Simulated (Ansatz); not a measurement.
## HfZnCu in the AlB2 type: Migdal–Eliashberg transition temperature

What Tc do the phonons of HfZnCu in the AlB2 type give, and how does it depend on μ*? The cell shown first is a relaxed one, from steps not shown here.

Program: Ansatz 0.2.0. Level of theory: DFT PBEsol, scalar-relativistic, plane waves, PAW; PAW set soft_1. Results are calculated unless marked as measured.

This is a report of a sequence of runs, with most program output left out.

The structure was built from a prototype and need not be the compound's stable phase.

In doubt: the program doubts the meshes or the phonons of the coupling sums (step 4), which bears on λ, Tc and transport values.

### 1. The cell after earlier relaxation steps

It takes space group P-6m2 (No. 187, hexagonal). Conventional cell: a = 4.278 Å, b = 4.278 Å, c = 2.886 Å, α = 90.00°, β = 90.00°, γ = 120.00°. Nearest to Hf lie 6 Zn at 2.86 Å and 6 Cu at 2.86 Å and 2 Hf at 2.89 Å. Nearest to Zn lie 3 Cu at 2.47 Å and 6 Hf at 2.86 Å and 2 Zn at 2.89 Å. Nearest to Cu lie 3 Zn at 2.47 Å and 6 Hf at 2.86 Å and 2 Cu at 2.89 Å. Farther neighbours are not listed.

### 2. Resistivity: q 3×3×2, k 6×6×8, scattering 8×8×12

The run that gives the couplings also evaluates McMillan's and Allen and Dynes's formulas and, where asked, the Eliashberg equations, over a range of μ*.

input.yaml reads:

```yaml
crystal:
  lattice:
    - [4.278336206, 3.2624e-06, 0.0]
    - [-2.1391709283, 3.7051462091, 0.0]
    - [0.0, 0.0, 2.8864558042]
  atoms:
    - { symbol: Hf, position: [0.0, 0.0, 0.0] }
    - { symbol: Zn, position: [0.3333333333, 0.6666666667, 0.5] }
    - { symbol: Cu, position: [0.6666666667, 0.3333333333, 0.5] }
kpoints:
  mp_grid: { grid: [6, 6, 8] }
hamiltonian:
  xc: pbesol
  pseudopotentials: { kind: paw, azcp: { folder: soft_1 }, xc_functional: pbe }
scf:
  occupations: { method: methfessel_paxton, width: 0.2 }
output:
  eigenvalues: true
phonons:
  method: dfpt
  qmesh: [3, 3, 2]
  temperatures: { t_max: 1000, t_step: 50 }
  qpath:
    path:
      - [[0.0, 0.0, 0.0], [0.5, 0.0, 0.0], [0.33333333, 0.33333333, 0.0], [0.0, 0.0, 0.0], [0.0, 0.0, 0.5], [0.5, 0.0, 0.5], [0.33333333, 0.33333333, 0.5], [0.0, 0.0, 0.5]]
      - [[0.5, 0.0, 0.5], [0.5, 0.0, 0.0]]
      - [[0.33333333, 0.33333333, 0.5], [0.33333333, 0.33333333, 0.0]]
    npoints: 10
  electrical_resistivity:
    mesh: [8, 8, 12]
    temperatures: [20.0, 50.0, 77.0, 100.0, 150.0, 200.0, 300.0, 400.0, 600.0, 800.0]
  superconductivity: { mesh: [8, 8, 12] }
```

Launch:

```sh
ansatz run input.yaml --threads 4 --pin off --max-ram 12288MiB --backend cpu --events-out ev --progress --plain --runs-dir out
```

It took 5.4 min on 4 threads of Arm Neoverse V2, shared host; peak memory 1.1 GiB.

Numbers from this step:

```
volume per atom                                                                : 15.25 Å³/atom
metallic on mesh                                                               : yes
gap on the k-mesh                                                              : 0 eV
zero point energy                                                              : 0.07865 eV/cell
share of imaginary modes in the plain interpolation between solved wavevectors : 0
highest frequency, solved or plainly interpolated                              : 243.3 cm⁻¹
Debye temperature (second moment)                                              : 283 K
resistivity at 300 K                                                           : 38.81 μΩ cm, mean of the axes
coupling constant λ                                                            : 0.6396
density of states at the Fermi level                                           : 0.9963 states/eV a spin and cell
log mean phonon energy ħω_log                                                  : 11.28 meV
transport coupling constant λ_tr                                               : 0.6465, 0.6465, 0.6705 (xx, yy, zz)
Drude plasma energy                                                            : 3.941, 3.941, 6.744 eV (xx, yy, zz)
resistivity times mean free path                                               : 14.36, 14.36, 5.78 × 10⁻¹⁶ Ω m² (xx, yy, zz)
second-moment phonon energy ħω₂                                                : 13.61 meV
```

Transition temperatures:

```
  μ*  McMillan Tc (K)  Allen–Dynes Tc (K)  isotropic Fermi-surface Tc (K)  isotropic full bandwidth Tc (K)  anisotropic Fermi-surface Tc (K)  anisotropic full bandwidth Tc (K)  anisotropic narrow window Tc (K)
0.08             4.32                4.47                            4.17                             4.19                               4.3                               4.29                              4.29
 0.1              3.6                3.72                            3.39                              3.4                              3.52                               3.51                              3.51
0.12             2.94                3.03                             2.7                             2.71                              2.82                               2.81                              2.81
0.13             2.64                2.71                            2.39                             2.39                              2.51                                2.5                               2.5
0.14             2.35                2.41                             2.1                              2.1                              2.21                               2.21                              2.21
0.16             1.81                1.86                            1.58                             1.59                              1.69                               1.69                              1.69
 0.2            0.961               0.982                           0.806                            0.815                             0.901                              0.908                             0.909
```

### 3. Resistivity: scattering mesh 18×18×20

The next rung changes the scattering mesh, which samples the Fermi surface.

Edit input.yaml of step 2 so:

```diff
@@ -29,4 +29,4 @@
   electrical_resistivity:
-    mesh: [8, 8, 12]
+    mesh: [18, 18, 20]
     temperatures: [20.0, 50.0, 77.0, 100.0, 150.0, 200.0, 300.0, 400.0, 600.0, 800.0]
-  superconductivity: { mesh: [8, 8, 12] }
+  superconductivity: { mesh: [18, 18, 20] }
```

Elapsed: 7.5 min, on 4 threads; peak memory 2.3 GiB.

Numbers from this step:

* resistivity at 300 K: 35.33 μΩ cm, mean of the axes
* coupling constant λ: 0.6309
* density of states at the Fermi level: 0.9862 states/eV a spin and cell
* log mean phonon energy ħω_log: 11.08 meV
* transport coupling constant λ_tr: 0.6389, 0.6389, 0.6559 (xx, yy, zz)
* Drude plasma energy: 4.041, 4.041, 7.148 eV (xx, yy, zz)
* resistivity times mean free path: 15.11, 15.11, 5.176 × 10⁻¹⁶ Ω m² (xx, yy, zz)
* second-moment phonon energy ħω₂: 13.46 meV

Transition temperatures:

```
  μ*  McMillan Tc (K)  Allen–Dynes Tc (K)  isotropic Fermi-surface Tc (K)  isotropic full bandwidth Tc (K)  anisotropic Fermi-surface Tc (K)  anisotropic full bandwidth Tc (K)  anisotropic narrow window Tc (K)
0.08              4.1                4.24                            3.95                             3.96                              4.05                               4.05                              4.05
 0.1              3.4                3.52                            3.19                              3.2                               3.3                               3.29                               3.3
0.12             2.77                2.85                            2.53                             2.53                              2.63                               2.63                              2.63
0.13             2.47                2.54                            2.23                             2.23                              2.33                               2.33                              2.33
0.14             2.19                2.25                            1.95                             1.95                              2.05                               2.05                              2.05
0.16             1.68                1.72                            1.46                             1.46                              1.55                               1.55                              1.55
 0.2            0.873               0.892                           0.729                            0.735                             0.808                              0.813                             0.812
```

Between step 2 and this run (scattering mesh 18×18×20) the value for the log mean phonon energy ħω_log moves from 11.3 meV to 11.1 meV.

### 4. Electron–phonon run: q 3×3×3, k 9×9×9, scattering 12×12×16

The next rung changes the q mesh, which sets the reach of the force constants and couplings; the k mesh of the density and its response; the scattering mesh, which samples the Fermi surface; the phonon self-energy between the q points, now taken in.

Edit input.yaml of step 3 so:

```diff
@@ -10,3 +10,3 @@
 kpoints:
-  mp_grid: { grid: [6, 6, 8] }
+  mp_grid: { grid: [9, 9, 9] }
 hamiltonian:
@@ -20,3 +20,3 @@
   method: dfpt
-  qmesh: [3, 3, 2]
+  qmesh: [3, 3, 3]
   temperatures: { t_max: 1000, t_step: 50 }
@@ -29,4 +29,4 @@
   electrical_resistivity:
-    mesh: [18, 18, 20]
+    mesh: [12, 12, 16]
     temperatures: [20.0, 50.0, 77.0, 100.0, 150.0, 200.0, 300.0, 400.0, 600.0, 800.0]
-  superconductivity: { mesh: [18, 18, 20] }
+  superconductivity: { mesh: [12, 12, 16] }
```

It took 25 min on 4 threads; peak memory 7 GiB; 1.6 h of CPU time.

Numbers from this step:

* zero point energy: 0.07739 eV/cell
* share of imaginary modes in the plain interpolation between solved wavevectors: 0.0019
* highest frequency, solved or plainly interpolated: 245 cm⁻¹
* Debye temperature (second moment): 281 K
* resistivity at 300 K: 40.87 μΩ cm, mean of the axes
* coupling constant λ: 0.7203
* density of states at the Fermi level: 0.9914 states/eV a spin and cell
* log mean phonon energy ħω_log: 10.12 meV
* transport coupling constant λ_tr: 0.7185, 0.7185, 0.8511 (xx, yy, zz)
* Drude plasma energy: 4.064, 4.064, 7.161 eV (xx, yy, zz)
* resistivity times mean free path: 14.6, 14.6, 5.205 × 10⁻¹⁶ Ω m² (xx, yy, zz)
* second-moment phonon energy ħω₂: 12.51 meV

Transition temperatures:

```
  μ*  McMillan Tc (K)  Allen–Dynes Tc (K)  isotropic Fermi-surface Tc (K)  isotropic full bandwidth Tc (K)  anisotropic Fermi-surface Tc (K)  anisotropic full bandwidth Tc (K)  anisotropic narrow window Tc (K)
0.08             5.08                 5.3                            4.97                             4.99                              5.12                                5.1                              5.11
 0.1             4.37                4.55                            4.18                             4.19                              4.33                               4.31                              4.31
0.12             3.71                3.85                            3.46                             3.46                               3.6                               3.59                              3.59
0.13              3.4                3.52                            3.12                             3.13                              3.27                               3.25                              3.26
0.14             3.09                 3.2                            2.81                             2.81                              2.95                               2.94                              2.94
0.16             2.52                 2.6                            2.23                             2.24                              2.37                               2.37                              2.37
 0.2             1.54                1.58                            1.31                             1.32                              1.43                               1.44                              1.44
```

The Eliashberg function α²F has structure finer than the step of the table below, so its rows give means over 1 meV, whole bins alone (the curve runs from 0.119 to 30.3 meV). Peaks (meV: height): α²F 6.3: 0.312, 10.8: 0.524, 12.5: 0.491, 15.6: 0.298, 19.1: 0.338, 29.8: 0.205; α²F tr 6.3: 0.374, 10.8: 0.564, 12.5: 0.560, 15.6: 0.349, 17.7: 0.204, 19.1: 0.222, 29.8: 0.215.

The Eliashberg function α²F by phonon energy; means over each step:

```
phonon energy (meV)      α²F   α²F tr
                  1   1.4e-4   6.5e-5
                  2  0.00271  0.00117
                  3   0.0147  0.00761
                  4   0.0300   0.0199
                  5   0.0783   0.0706
                  6    0.249    0.283
                  7    0.228    0.243
                  8    0.153    0.163
                  9    0.214    0.250
                 10    0.318    0.370
                 11    0.397    0.430
                 12    0.376    0.439
                 13    0.240    0.266
                 14    0.142    0.151
                 15    0.221    0.247
                 16    0.241    0.270
                 17    0.166    0.179
                 18    0.162    0.161
                 19    0.248    0.182
                 20    0.117    0.108
                 21   0.0997   0.0800
                 22   0.0499   0.0462
                 23   0.0273   0.0244
                 24  0.00341  0.00279
                 25  0.00279  0.00186
                 26   0.0268   0.0247
                 27   0.0679   0.0666
                 28   0.0470   0.0563
                 29   0.0530   0.0553
```

The Eliashberg function α²F has structure finer than the step of the table below, so its rows give means over 1 meV, whole bins alone (the curve runs from 0.119 to 30.3 meV). Peaks (meV: height): α²F 6.3: 0.312, 10.8: 0.524, 12.5: 0.491, 19.1: 0.338; Hf 6.3: 0.169, 10.8: 0.381, 12.0: 0.281, 19.1: 0.134; Zn 9.6: 0.0694, 15.3: 0.145, 19.1: 0.143, 29.8: 0.112; Cu 6.3: 0.106, 10.8: 0.0874, 12.5: 0.188, 29.8: 0.0852.

Eliashberg function α²F against phonon energy; means over each step:

```
phonon energy (meV)      α²F       Hf       Zn       Cu
                  1   1.4e-4   9.6e-5   3.1e-5   3.1e-5
                  2  0.00271  0.00161   5.6e-4   5.6e-4
                  3   0.0147  0.00889  0.00291  0.00289
                  4   0.0300   0.0185  0.00560  0.00584
                  5   0.0783   0.0461   0.0127   0.0195
                  6    0.249    0.136   0.0319   0.0805
                  7    0.228    0.124   0.0273   0.0768
                  8    0.153   0.0807   0.0208   0.0512
                  9    0.214    0.106   0.0420   0.0667
                 10    0.318    0.184   0.0614   0.0731
                 11    0.397    0.279   0.0449   0.0725
                 12    0.376    0.226   0.0506   0.0993
                 13    0.240    0.143   0.0314   0.0651
                 14    0.142   0.0953   0.0207   0.0260
                 15    0.221   0.0908    0.100   0.0295
                 16    0.241   0.0935    0.102   0.0454
                 17    0.166   0.0481   0.0624   0.0558
                 18    0.162   0.0513   0.0603   0.0507
                 19    0.248    0.100   0.0951   0.0529
                 20    0.117   0.0469   0.0265   0.0439
                 21   0.0997   0.0545   0.0143   0.0310
                 22   0.0499  0.00474   0.0145   0.0306
                 23   0.0273  0.00155  0.00698   0.0187
                 24  0.00341   2.0e-4   4.4e-4  0.00276
                 25  0.00279   7.5e-5  0.00221   5.3e-4
                 26   0.0268  0.00187   0.0182  0.00677
                 27   0.0679  0.00433   0.0413   0.0223
                 28   0.0470  0.00231   0.0264   0.0183
                 29   0.0530  0.00108   0.0297   0.0222
```

Anisotropic full-bandwidth solution, weighted at the Fermi level. Gaps:

```
 mu*  T (K)  mean gap (meV)  5 % (meV)  95 % (meV)  mean Z
 0.1   1.08           0.668      0.579       0.801    1.72
 0.1   2.15            0.64      0.553       0.767    1.72
 0.1   3.23            0.52      0.448       0.624    1.72
 0.1   3.88           0.353      0.304       0.425    1.72
0.13  0.814           0.496      0.426       0.605    1.72
0.13   1.63           0.475      0.408       0.578    1.72
0.13   2.44           0.385      0.331       0.469    1.72
0.13   2.93           0.261      0.224       0.319    1.73
0.16  0.591           0.356      0.298       0.441    1.72
0.16   1.18            0.34      0.285       0.421    1.72
0.16   1.77           0.275       0.23       0.341    1.73
0.16   2.13           0.186      0.156       0.231    1.73
```

The dTc/da2F by phonon energy:

```
phonon energy (meV)  dTc/da2F (K/meV)
                  1                 -
                  2              4.62
                  3              4.53
                  4              4.22
                  5              3.89
                  6              3.58
                  7              3.29
                  8              3.05
                  9              2.83
                 10              2.64
                 11              2.46
                 12              2.31
                 13              2.17
                 14              2.04
                 15              1.93
                 16              1.82
                 17              1.73
                 18              1.64
                 19              1.57
                 20              1.49
                 21              1.42
                 22              1.36
                 23              1.30
                 24              1.25
                 25              1.20
                 26              1.15
                 27              1.11
                 28              1.07
                 29              1.02
                 30             0.989
```

The share of the Fermi-level states by lambda of a state:

```
lambda of a state  share of the Fermi-level states
            0.457                                0
            0.483                           1.0e-4
            0.509                           9.0e-4
            0.534                           0.0029
            0.560                           0.0154
            0.586                           0.0342
            0.612                           0.0791
            0.637                           0.0818
            0.663                            0.144
            0.689                            0.089
            0.715                            0.106
            0.740                            0.144
            0.766                           0.0408
            0.792                           0.0766
            0.817                           0.0496
            0.843                           0.0695
            0.869                           0.0114
            0.895                           0.0338
            0.920                           0.0067
            0.946                           0.0108
            0.972                           0.0025
            0.997                           1.0e-4
            1.020                                0
            1.050                                0
```

### 5. Summary of results

```yaml
meshes: q 3×3×3, k 9×9×9, scattering 12×12×16
coupling_constant_lambda: 0.720
log_mean_phonon_energy_omega_log: 10.1 meV
allen_dynes_tc_at_mu_star_0p1: 4.55 K
allen_dynes_tc_at_mu_star_0p13: 3.52 K
anisotropic_eliashberg_tc_at_mu_star_0p1: 4.31 K
anisotropic_eliashberg_tc_at_mu_star_0p13: 3.25 K
```

What this shows: In the last run (PBEsol, q 3×3×3, k 9×9×9, scattering 12×12×16), with λ = 0.72 and ħω_log = 10.1 meV, Tc at μ* = 0.13 is 3.4 K by McMillan's formula, 3.5 K by Allen and Dynes's and 3.2 K by the anisotropic Eliashberg equations. Raising μ* from 0.10 to 0.16 lowers the Allen–Dynes value from 4.5 to 2.6 K. The mean gap at a quarter of Tc gives 2Δ/k_B Tc = 3.54, against 3.53 in weak-coupling theory. The gap spreads from 0.43 to 0.60 meV over nine tenths of the Fermi surface. By the run's own test λ is not converged in the fine mesh: it moves by 4 % between the two finest, and by up to 10 % in the other runs. The run's transport test calls it not converged in the mesh; ρ(300 K) moves by 21 % in the component that moves most. In 1 of the runs shown, the last among them, the interpolated phonons dip below zero somewhere, which the program warns of. Over the runs, λ takes the values 0.640, 0.631 and 0.720, in the order shown. No spin–orbit coupling, which matters for Hf. The structure is a hand-built model. The compound is a prototype filled by a generator; whether it can be made, and whether it orders so, was not tested. μ* is a typed number, phonons are harmonic, and spin fluctuations are left out; at μ* = 0.13 McMillan's formula turns 1 % in λ into about 2.8 % in Tc.

[Logs are printed without paths, hosts, clocks, repeated set-up lines and the standing remarks that a program may print on its own settings, such as how far it seeks lower states.]

[Hosts, paths, dates, database ids (printed as entryN), source tags and the programs' standing remarks are cut or masked in the printed files.]
